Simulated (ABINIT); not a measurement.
**CsH (Fm-3m): a self-consistent loop beyond G0W0, cycle by cycle**

It takes space group Fm-3m (No. 225, cubic). Conventional cell: a = 6.376 Å, b = 6.376 Å, c = 6.376 Å, α = 90.00°, β = 90.00°, γ = 90.00°. Nearest to Cs lie 6 H at 3.19 Å. Nearest to H lie 6 Cs at 3.19 Å. Farther neighbours, and contacts between anions beyond the nearest, are not listed.

```xyz
2
Lattice="0.0000 3.1880 3.1880 3.1880 0.0000 3.1880 3.1880 3.1880 0.0000" Properties=species:S:1:pos:R:3 pbc="T T T"
Cs    0.0000    0.0000    0.0000
H     3.1880    3.1880    3.1880
```

```
method        : RPA screening on LDA from quasiparticle energies and orbitals, plane waves, norm-conserving pseudopotentials (and 4 further levels or steps)
program       : ABINIT 10.8.3
settings      : cutoff 31 Ha, PseudoDojo scalar-relativistic 0.4.1 standard, norm-conserving, ngkpt (4, 4, 4), nband 31, ecuteps 3.2 Ha, gwcalctyp 28, inclvkb 2, shiftk (0, 0, 0), symchi 1, awtr 1, frequency ppm, cycle 7, q points all but q = 0, 4×4×4 k-mesh
cost          : 22 runs, 4.6 min in all on 4 MPI ranks of Arm Neoverse V1, shared host
notes         : The database entry behind the starting cell differs from other determinations of this structure. The cell and positions come from the Crystallography Open Database and are kept as given unless a step says otherwise. Limits: no spin-orbit coupling.
G0W0          : 3.947 eV
QSGW, cycle 1 : 4.420 eV
QSGW, cycle 2 : 4.889 eV
QSGW, cycle 3 : 4.969 eV
QSGW, cycle 4 : 5.020 eV
QSGW, cycle 5 : 4.975 eV
QSGW, cycle 6 : 5.005 eV
QSGW, cycle 7 : 5.000 eV
known limits  : short of the basis limit; no spin-orbit coupling
```

Only the bands that the input lists are updated; the higher empty ones keep the functional's energies. QSGW ends at 5.00 eV, +1.05 eV from G0W0, after 7 cycles that took 4.3 min beside the first screening; the last moved the gap by 0.005 eV.

[Long decimals in the printed logs are rounded to 6 places.]

[Logs are printed without paths, hosts, clocks, repeated set-up lines and the standing remarks that a program may print on its own settings, such as how far it seeks lower states.]

[Paths, hosts, dates, memory and timing lines, banners, echoed tables and standing remarks are left out of the program output; an Ansatz launch command may be rebuilt from the run's recorded settings. Measured values are a selection of at most five: reports struck by readers or far from the other reports are left out. None is set beside runs whose start may be inverted or whose files or cutoffs have a known fault.]

[Runs of the session that timed out or met a known fault of the program may be left out.]

[Hosts, paths, dates, database ids (printed as entryN), source tags and the programs' standing remarks are cut or masked in the printed files.]

[G0W0 gaps are taken among the corrected bands and points alone; a level outside them can change the order at an edge.]

[Where Ansatz stands beside ABINIT at settings called matched, ABINIT's density can come from a denser mesh and the files from another edition; pairs whose starting gaps differed by over 0.03 eV were left out, so agreement reads better than it is.]
